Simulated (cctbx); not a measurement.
# Lattice, Laue class and space group of a new crystal

Cell: a = 8.8160 Å, b = 8.8160 Å, c = 6.5790 Å, α = 90.00°, β = 90.00°, γ = 120.00°. Expected content of the cell: Nd10 Ti6.

Simulated single-crystal data (cctbx): synchrotron X-rays, λ = 0.4959 Å, to d = 0.84 Å, 50 % of the full sphere, strongest reflection 20000 counts, noise from counting, a 6 % proportional error and a noise floor of 2 counts (s.d.); no absorption.

A first pass over the reflections prints:

```text
1542 reflections to d = 0.840 A
centring   violations  <I/sigma> of those
    A        562 of   758      9.3
    B        566 of   770      9.5
    C        658 of   788     10.6
    I        562 of   755      9.4
    R        767 of  1014      9.6
    F        893 of  1158      9.8
Laue class    unique    Rint  (classes that these axes allow; Friedel mates merged)
P -1             1162   0.039
P 1 1 2/m         776   0.042
P -3              511   0.045
P -3 1 m          298   0.048
P -3 m 1          317   0.048
P 6/m             290   0.048
P 6/m m m         192   0.050
space group    extra absences  I>4sigma  <I/sigma>
P 6 2 2                 0          0         -  acentric
P 63 2 2                4          0      -0.1  acentric
P 6 m m                 0          0         -  acentric
P 63 c m              162          0       0.0  acentric
P -6 m 2                0          0         -  acentric
P -6 c 2              162          0       0.0  acentric
P -6 2 m                0          0         -  acentric
P 6/m m m               0          0         -  centric
P 63/m c m            162          0       0.0  centric
Wilson B = 1.31 A^2   <|E^2-1|> = 0.804 (0.968 centric, 0.736 acentric)   E^2>4: 0.0 %
shell (A)         n   <I/sigma>
 7.64 - 1.68     31     24.3
 1.68 - 1.33     26     26.4
 1.33 - 1.16     25     25.7
 1.16 - 1.06     24     28.2
 1.06 - 0.98     18     25.4
 0.98 - 0.92     23     24.1
 0.92 - 0.88     24     26.0
 0.88 - 0.84     21     21.4
```

**Question.** What are the lattice type, the Laue class and the likely space group?

Every centring test has many violations, so the lattice is primitive.

Rint stays low (0.039 to 0.050) up to P 6/m m m, the highest class in these axes.

9 settings pass the absence test. The most absences obeyed, 162, belong to P 63 c m, P -6 c 2 and P 63/m c m, which absences can't tell apart.

⟨|E²−1|⟩ = 0.804 lies between the two ideal values. The Wilson B of 1.31 Å² means U ≈ 0.0166 Å².

The true group is P6_3/mcm (no. 193), Laue class 6/mmm, centrosymmetric. The tables only narrow the choice to the tied entries; cell content, site symmetry and trial solutions must settle it.

This is a model crystal, built by substitution and not relaxed, with assumed displacement parameters.

[Logs are printed without paths, hosts, clocks, repeated set-up lines and the standing remarks that a program may print on its own settings, such as how far it seeks lower states.]
